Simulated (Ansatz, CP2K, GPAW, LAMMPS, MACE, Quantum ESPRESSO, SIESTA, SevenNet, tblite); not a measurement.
## Glassy 83P2O5-8BaO-8K2O (mol %) (75 atoms): runs against a plane-wave reference

Density of this cell: 2.66 g/cm³. The cell holds 75 atoms: 20 P, 1 Ba, 2 K and 52 O. Cell: a = 10.140 Å, b = 10.140 Å, c = 10.140 Å, α = 90.0°, β = 90.0°, γ = 90.0°. 75 atoms (20 P, 1 Ba, 2 K, 52 O) placed at random at 2.53 g/cm³, melted at 4000 K for 10 ps at fixed volume with the Morse and Coulomb pair potential with partial charges (Pedone, Malavasi, Menziani, Cormack and Segre, J. Phys. Chem. B 110, 11780 (2006)). Quenched from 4000 K to 300 K at 20 K/ps and fixed volume, held 10 ps at zero pressure.

Geometry: as built.

The reference, a calculation:

- method: Kohn-Sham DFT, PBE, SSSP efficiency 1.3.0 pseudopotentials, plane waves (Quantum ESPRESSO 7.5); sssp-pbe-1.3.0-efficiency, cutoffs 60/480 Ry, Γ point
- r.m.s. force component: 1.532 eV/Å
- longest force: 8.042 eV/Å
- pressure: 3.055 GPa
- time: 4.2 min on 4 MPI ranks of Arm Neoverse V1, shared host
- CPU time: 17 min

Q: Estimate the differences from the reference, the CPU time and the memory of each run.
- SevenNet 0 potential (SevenNet 0; 1 thread)
- CP2K PBE, SZV-MOLOPT-SR, 600/50 Ry, diagonalisation (CP2K 2026.2; 1 thread)
- CP2K PBE, DZVP-MOLOPT-SR, 600/50 Ry, diagonalisation (CP2K 2026.2; 2 threads)
- CP2K PBE, DZVP-UZH, 600/50 Ry, diagonalisation (CP2K 2026.2; 4 MPI ranks)
- GPAW PBE, LCAO dzp, h 0.18 Å (GPAW 26.7.0; 1 thread)
- SIESTA PBE, SZP, shift 0.01 Ry, mesh 500 Ry (SIESTA 5.4.2; 2 MPI ranks)
- tblite GFN1-xTB (tblite 0.8.0; 1 thread)
- GPAW PBE, LCAO sz(dzp), h 0.18 Å (GPAW 26.7.0; 1 thread)
- SevenNet l3i5 potential (SevenNet l3i5; 1 thread)
- SIESTA PBE, DZP, shift 0.01 Ry, mesh 500 Ry (SIESTA 5.4.2; 2 MPI ranks)

Differences are against the plane-wave reference, forces as r.m.s. over components; share is that over the reference's r.m.s. force, slope the least-squares factor from reference forces to these. Total energies of different programs have different zeros and aren't compared.

```csv
run,"Δ force, r.m.s. (meV/Å)",share (%),slope,Δ pressure (GPa),cores,CPU time,memory (GiB)
reference,-,-,-,-,4,17 min,3.2
SevenNet 0 potential,290,18.9,0.942,-1.10,1,8.7 s,0.87
"CP2K PBE, SZV-MOLOPT-SR, 600/50 Ry, diagonalisation (coarse)",3092,202,0.993,45.8,1,3.4 min,2.3
"CP2K PBE, DZVP-MOLOPT-SR, 600/50 Ry, diagonalisation",199,13.0,1.059,0.905,2,4.9 min,2.5
"CP2K PBE, DZVP-UZH, 600/50 Ry, diagonalisation",142,9.29,1.034,0.474,4,5.7 min,3.9
"GPAW PBE, LCAO dzp, h 0.18 Å",471,30.8,1.069,-,1,2.7 min,1.2
"SIESTA PBE, SZP, shift 0.01 Ry, mesh 500 Ry (coarse)",835,54.5,1.258,12.4,2,4.8 min,1.6
tblite GFN1-xTB,676,44.2,1.046,0.503,1,4.6 s,0.11
"GPAW PBE, LCAO sz(dzp), h 0.18 Å (coarse)",3118,204,0.887,-,1,87 s,0.98
SevenNet l3i5 potential,239,15.6,0.957,-1.09,1,11 s,1.4
"SIESTA PBE, DZP, shift 0.01 Ry, mesh 500 Ry",269,17.5,1.071,2.42,2,6.9 min,1.8
```

Rows marked coarse were listed beforehand as settings not expected to be converged; some can still land near the reference.

Times of the machine-learned potentials are mostly Python's start and the loading of weights.

CPU time is summed over cores on a shared host, where runs went side by side, so it is rough. Symmetry, cutoffs, thresholds, outputs and thread counts weren't matched or tuned between programs; memory under MPI is the largest rank's times the ranks.

The PBE runs in local orbitals, coarse settings apart, differ by 9.3 % (CP2K PBE, DZVP-UZH, 600/50 Ry, diagonalisation) to 31 % (GPAW PBE, LCAO dzp, h 0.18 Å); basis, grid and potentials can all enter. Tight binding differs by 44 % (tblite GFN1-xTB); it is another model, with fitted parameters of its own, and the xTB methods hold dispersion. Machine-learned potentials differ by 16 % (SevenNet l3i5 potential) to 19 % (SevenNet 0 potential); they were trained on other programs' data. Runs with settings chosen to be coarse differ by 55 % (SIESTA PBE, SZP, shift 0.01 Ry, mesh 500 Ry) to 204 % (GPAW PBE, LCAO sz(dzp), h 0.18 Å), their programs' other errors included. Periodic xTB results under one method name differ between programs and library versions. Machine-learned potentials mimic data converged in k, so the reference's own k-point error enters their differences. The network of bonds at the start is that of the classical potential that made the cell, and needn't be the one that DFT or experiment would give. The electronic-structure runs sample only Γ, in a cell whose shortest periodic width is 10 Å.

[Logs are printed without paths, hosts, clocks, repeated set-up lines and the standing remarks that a program may print on its own settings, such as how far it seeks lower states.]

[Hosts, paths, dates, database ids (printed as entryN), source tags and the programs' standing remarks are cut or masked in the printed files.]
